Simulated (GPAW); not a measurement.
# How SiNi3 absorbs and reflects light, part 2 of 2

Aim: the dielectric function of SiNi3, and the optical constants that follow from it. The cell comes from an older database entry, whose edges can differ from later determinations, mostly by under a per cent.

GPAW 26.7.0; DFT, PBE, plane-wave PAW (GPAW data sets), scalar-relativistic, RPA, optical limit.

So far. Step 2 (Ground state): There are states at the Fermi level within the smearing, so the occupations stay smeared and the carriers get a Drude term.

The database entry behind the starting cell differs from later determinations by our own check (an axis about 0.9 % long against later determinations), so it need not match the best structure at ambient conditions.

## (4) Dielectric function, RPA

Transitions between filled and empty bands, summed over the zone, give the optical response, so mesh, band count and broadening shape it.

The induced potential is part of this response.

This step: DFT, PBE, plane-wave PAW (GPAW data sets), scalar-relativistic, RPA, optical limit (GPAW 26.7.0).

df.py

```python
from gpaw.response.df import DielectricFunction

df = DielectricFunction('full.gpw', frequencies={'type': 'nonlinear', 'domega0': 0.03, 'omega2': 8},
                        ecut=50,
                        eta=0.05,
                        nbands=50,
                        rate=0.03,
                        txt='df.txt')
for direction in ['x']:
    df.get_dielectric_function(xc='RPA', direction=direction, filename=f'df_{direction}.csv')
```

On the command line:

```bash
> OMP_NUM_THREADS=1 python df.py
```

Numbers of over 12 decimals in the logs are rounded to 6 here.

What it wrote:

```text
Using integrator: PointIntegrator
NonLinearFrequencyDescriptor(from 0.000 to 96.040 eV, 537 points)
Nonperiodic BCs:  [False False False]
Using integrator: PointIntegrator
NonLinearFrequencyDescriptor(from 0.000 to 96.040 eV, 537 points)
Nonperiodic BCs:  [False False False]
Using integrator: PointIntegrator

Calculating chi0 body with:
    Ground state adapter containing:
    Number of spins: 2
    Number of kpoints: 1000
    Number of irreducible kpoints: 56
    Number of completely occupied states: 22
    Number of partially occupied states: 28

    Linear response parametrization:
    q_c: [0.0, 0.0, 0.0]
    Number of frequency points: 537
    Planewave cutoff: 50.0
    Number of bands: 50
    Number of planewaves: 33
    Broadening (eta): 0.05

Integrating chi0 body.

Symmetries of q_c:
    Direct symmetries (Uq -> q): 48
    Indirect symmetries (TUq -> q): 0
In total 48 allowed symmetries.

56 groups of equivalent kpoints. 94.400000% reduction.

Integral kind: spectral function

Calculating chi0 optical extensions with:
    Ground state adapter containing:
    Number of spins: 2
    Number of kpoints: 1000
    Number of irreducible kpoints: 56
    Number of completely occupied states: 22
    Number of partially occupied states: 28

    Linear response parametrization:
    Number of frequency points: 537
    Planewave cutoff: 50.0
    Number of bands: 50
    Number of planewaves: 33
    Broadening (eta): 0.05
Integrating chi0 head and wings.

Symmetries of q_c:
    Direct symmetries (Uq -> q): 48
    Indirect symmetries (TUq -> q): 0
In total 48 allowed symmetries.

56 groups of equivalent kpoints. 94.400000% reduction.

Integral kind: spectral function wings

Calculating drude chi0 with:
    Number of frequency points:537
    Plasma frequency decay rate: 0.03 eV

    Ground state adapter containing:
    Number of spins: 2
    Number of kpoints: 1000
    Number of irreducible kpoints: 56
    Number of completely occupied states: 22
    Number of partially occupied states: 28

Symmetries of q_c:
    Direct symmetries (Uq -> q): 48
    Indirect symmetries (TUq -> q): 0
In total 48 allowed symmetries.

56 groups of equivalent kpoints. 94.400000% reduction.

Integral kind: intraband
Plasma frequency:
[[1.53+0.j 0.  +0.j 0.  +0.j]
 [0.  -0.j 1.53+0.j 0.  +0.j]
 [0.  +0.j 0.  +0.j 1.53+0.j]]
```

The job ended after 31 s (1 thread of Arm Neoverse V1, shared host; peak memory 0.26 GiB).

Some rows of df_x.csv (energy; Re and Im without local fields; Re and Im with them):

```text
0.000000, 2673.860892, 0.000000, 2673.459274, 0.000000
0.460735, 52.566448, 20.629903, 52.073468, 20.574887
0.943989, 59.288960, 48.632419, 58.543724, 48.122295
1.451455, -6.254773, 59.452895, -6.328060, 58.908733
1.984998, -9.782065, 22.781224, -9.487517, 22.529742
2.546682, -5.657724, 10.485351, -5.613694, 10.386901
3.138794, -2.450865, 8.551018, -2.400312, 8.441172
3.763875, 0.742106, 7.495638, 0.926042, 7.235881
4.424758, 0.820812, 8.044852, 1.025116, 8.130833
5.124608, 0.127784, 8.507388, 0.400543, 8.883961
5.866977, -1.513770, 8.192921, -1.504958, 8.362507
6.655862, -2.462629, 6.713399, -2.395529, 6.990404
7.495775, -1.308324, 5.463516, -1.496837, 5.545363
8.391833, -1.577476, 4.534186, -1.760489, 4.452802
9.349861, -2.291241, 4.000702, -2.287243, 4.022397
10.376517, -2.057418, 3.011832, -2.094597, 2.980643
11.479449, -1.857544, 1.767037, -1.856167, 1.777515
12.667487, -0.852205, 1.602847, -0.829747, 1.560082
13.950874, -0.963239, 1.140600, -0.989118, 1.179470
```

The Im ε, E ∥ x has structure finer than the step of the table below, so its rows give means over 0.5 eV, whole bins alone (the curve runs from 0.305 to 15.0 eV). Peaks (eV: height): 1.04: 89.6, 1.38: 65.7.

Sum at mesh points, not converged in k. Table of Im ε, E ∥ x by photon energy; means over each step:

```
photon energy (eV)  Im ε, E ∥ x
               1.0         58.6
               1.5         50.6
               2.0         22.2
               2.5         12.3
               3.0         8.23
               3.5         6.82
               4.0         7.57
               4.5         9.49
               5.0         8.82
               5.5         9.01
               6.0         8.51
               6.5         6.49
               7.0         5.89
               7.5         4.90
               8.0         4.70
               8.5         4.23
               9.0         4.27
               9.5         3.90
              10.0         3.34
              10.5         2.76
              11.0         2.22
              11.5         1.79
              12.0         1.51
              12.5         1.66
              13.0         1.74
              13.5         1.53
              14.0         1.22
              14.5         1.12
```

Values under 1 per cm are given as 1; sum at mesh points, not converged in k. Table of absorption coefficient, E ∥ x by photon energy:

```
photon energy (eV)  absorption coefficient, E ∥ x (1/cm)
             0.492                                 82982
             1.010                                 4.4e5
             1.486                                 8.4e5
             1.985                                 8.3e5
             2.508                                 8.0e5
             3.018                                 6.7e5
             3.510                                 6.0e5
             3.980                                 7.1e5
             4.516                                 7.7e5
             4.981                                 9.6e5
             5.515                                 1.1e6
             6.021                                 1.3e6
             6.494                                 1.2e6
             6.985                                 1.3e6
             7.496                                 1.4e6
             8.026                                 1.4e6
             8.516                                 1.5e6
             9.023                                 1.6e6
             9.483                                 1.7e6
            10.026                                 1.7e6
            10.519                                 1.8e6
            11.029                                 1.7e6
            11.479                                 1.7e6
            12.023                                 1.5e6
            12.504                                 1.5e6
            13.000                                 1.7e6
            13.512                                 1.7e6
            14.040                                 1.5e6
            14.493                                 1.6e6
```

The Im ε, E ∥ x has structure finer than the step of the table below, so its rows give means over 0.5 eV, whole bins alone (the curve runs from 0.305 to 15.0 eV). Peaks (eV: height): without local fields 1.04: 90.5, 1.38: 66.5; with local fields 1.04: 89.6, 1.38: 65.7.

Sum at mesh points, not converged in k. The Im ε, E ∥ x by photon energy; means over each step:

```
photon energy (eV)  without local fields  with local fields
               1.0                  59.1               58.6
               1.5                  51.2               50.6
               2.0                  22.5               22.2
               2.5                  12.4               12.3
               3.0                  8.35               8.23
               3.5                  7.06               6.82
               4.0                  7.83               7.57
               4.5                  9.52               9.49
               5.0                  8.58               8.82
               5.5                  8.77               9.01
               6.0                  8.31               8.51
               6.5                  6.33               6.49
               7.0                  5.72               5.89
               7.5                  4.85               4.90
               8.0                  4.70               4.70
               8.5                  4.30               4.23
               9.0                  4.33               4.27
               9.5                  3.92               3.90
              10.0                  3.37               3.34
              10.5                  2.79               2.76
              11.0                  2.28               2.22
              11.5                  1.78               1.79
              12.0                  1.55               1.51
              12.5                  1.68               1.66
              13.0                  1.72               1.74
              13.5                  1.48               1.53
              14.0                  1.17               1.22
              14.5                  1.11               1.12
```

The reflectivity at normal incidence, E ∥ x has structure finer than the step of the table below, so its rows give means over 0.5 eV, whole bins alone (the curve runs from 0.305 to 15.0 eV). Peaks (eV: height): 1.08: 71.4, 1.63: 72.9, 2.78: 59.8, 6.33: 50.0, 6.71: 46.6, 10.95: 49.4, 11.56: 49.9.

Sum at mesh points, not converged in k. The reflectivity at normal incidence, E ∥ x by photon energy; means over each step:

photon energy (eV), reflectivity at normal incidence, E ∥ x (%) and a bar from the least value:
```
      1.0       66.7 ############################
      1.5       69.8 ##############################
      2.0       67.2 ############################
      2.5       59.0 #####################
      3.0       49.0 #############
      3.5       34.8 ##
      4.0       32.7 
      4.5       38.2 ####
      5.0       38.0 ####
      5.5       40.4 ######
      6.0       44.3 #########
      6.5       43.7 #########
      7.0       41.8 #######
      7.5       39.8 ######
      8.0       39.6 ######
      8.5       40.0 ######
      9.0       36.2 ###
      9.5       42.9 ########
     10.0       42.4 ########
     10.5       45.8 ###########
     11.0       45.4 ##########
     11.5       47.3 ############
     12.0       40.2 ######
     12.5       34.3 #
     13.0       35.1 ##
     13.5       38.4 #####
     14.0       39.9 ######
     14.5       37.0 ###
```

The loss function −Im 1/ε at q → 0, E ∥ x has structure finer than the step of the table below, so its rows give means over 0.25 eV, whole bins alone (the curve runs from 0.305 to 15.0 eV). Peaks (eV: height): 8.767: 0.265, 12.261: 0.524, 13.254: 0.505, 14.678: 0.678.

Sum at mesh points, not converged in k. The loss function −Im 1/ε at q → 0, E ∥ x by energy loss; means over each step:

energy loss (eV), loss function −Im 1/ε at q → 0, E ∥ x and a bar:
```
     0.50      0.007 
     0.75      0.008 
     1.00      0.010 
     1.25      0.017 
     1.50      0.017 
     1.75      0.025 #
     2.00      0.037 #
     2.25      0.045 ##
     2.50      0.067 ###
     2.75      0.076 ###
     3.00      0.112 #####
     3.25      0.135 ######
     3.50      0.150 #######
     3.75      0.130 ######
     4.00      0.122 ######
     4.25      0.098 ####
     4.50      0.109 #####
     4.75      0.108 #####
     5.00      0.108 #####
     5.25      0.107 #####
     5.50      0.118 #####
     5.75      0.105 #####
     6.00      0.118 #####
     6.25      0.117 #####
     6.50      0.150 #######
     6.75      0.150 #######
     7.00      0.153 #######
     7.25      0.161 #######
     7.50      0.184 #########
     7.75      0.182 ########
     8.00      0.195 #########
     8.25      0.195 #########
     8.50      0.198 #########
     8.75      0.242 ###########
     9.00      0.207 ##########
     9.25      0.196 #########
     9.50      0.204 #########
     9.75      0.220 ##########
    10.00      0.225 ##########
    10.25      0.220 ##########
    10.50      0.227 ###########
    10.75      0.248 ############
    11.00      0.268 #############
    11.25      0.284 #############
    11.50      0.286 #############
    11.75      0.368 #################
    12.00      0.413 ####################
    12.25      0.485 #######################
    12.50      0.453 #####################
    12.75      0.490 #######################
    13.00      0.419 ####################
    13.25      0.452 #####################
    13.50      0.433 #####################
    13.75      0.455 ######################
    14.00      0.520 #########################
    14.25      0.567 ###########################
    14.50      0.599 #############################
    14.75      0.630 ##############################
```

Optical constants at common wavelengths, from n + ik = √ε:

```
wavelength (nm)     n      k  R (%)    1/α
           1550  7.79  2.673   63.1  46 nm
           1064  6.16  5.170   68.4  16 nm
            800  4.71  5.628   70.7  11 nm
            532  1.82  3.499   63.9  12 nm
            405  1.86  2.254   43.9  14 nm
            365  1.80  1.844   35.9  16 nm
            248  2.37  1.959   37.6  10 nm
```

In reflection the computed colour is faintly yellow: x = 0.327, y = 0.348, luminous reflectivity 64 %.

## (5) Results

In words: At this level (PBE, RPA) SiNi3 is a metal. The mesh is too coarse to trust the carriers' weight, the reflectivity or the colour to better than tens of per cent. In reflection the computed colour is faintly yellow: x = 0.327, y = 0.348, luminous reflectivity 64 %. The carriers' damping of 0.03 eV is typed, not computed; it shapes the response at the lowest energies. The magnetic state comes from one start and need not be the lowest. In this version of GPAW the matrix elements of the optical limit are incomplete, which can lower ε − 1 by up to a tenth where first-row anions or d states rule, and shift it by more in d metals. GPAW's carrier term has the form −ωp²/(ω + i·rate)², which damps like twice the rate and fails at low energy, so the curves leave the lowest energies out. The sum runs over mesh points 0.18 Å⁻¹ apart with no interpolation, so peaks are partly noise of the mesh, and the Drude plasma energy, a sum over the Fermi surface, isn't converged.

[Machine, clock and banner lines and Python warnings are left out of the logs.]

[Logs are printed without paths, hosts, clocks, repeated set-up lines and the standing remarks that a program may print on its own settings, such as how far it seeks lower states.]

[Hosts, paths, dates, database ids (printed as entryN), source tags and the programs' standing remarks are cut or masked in the printed files.]
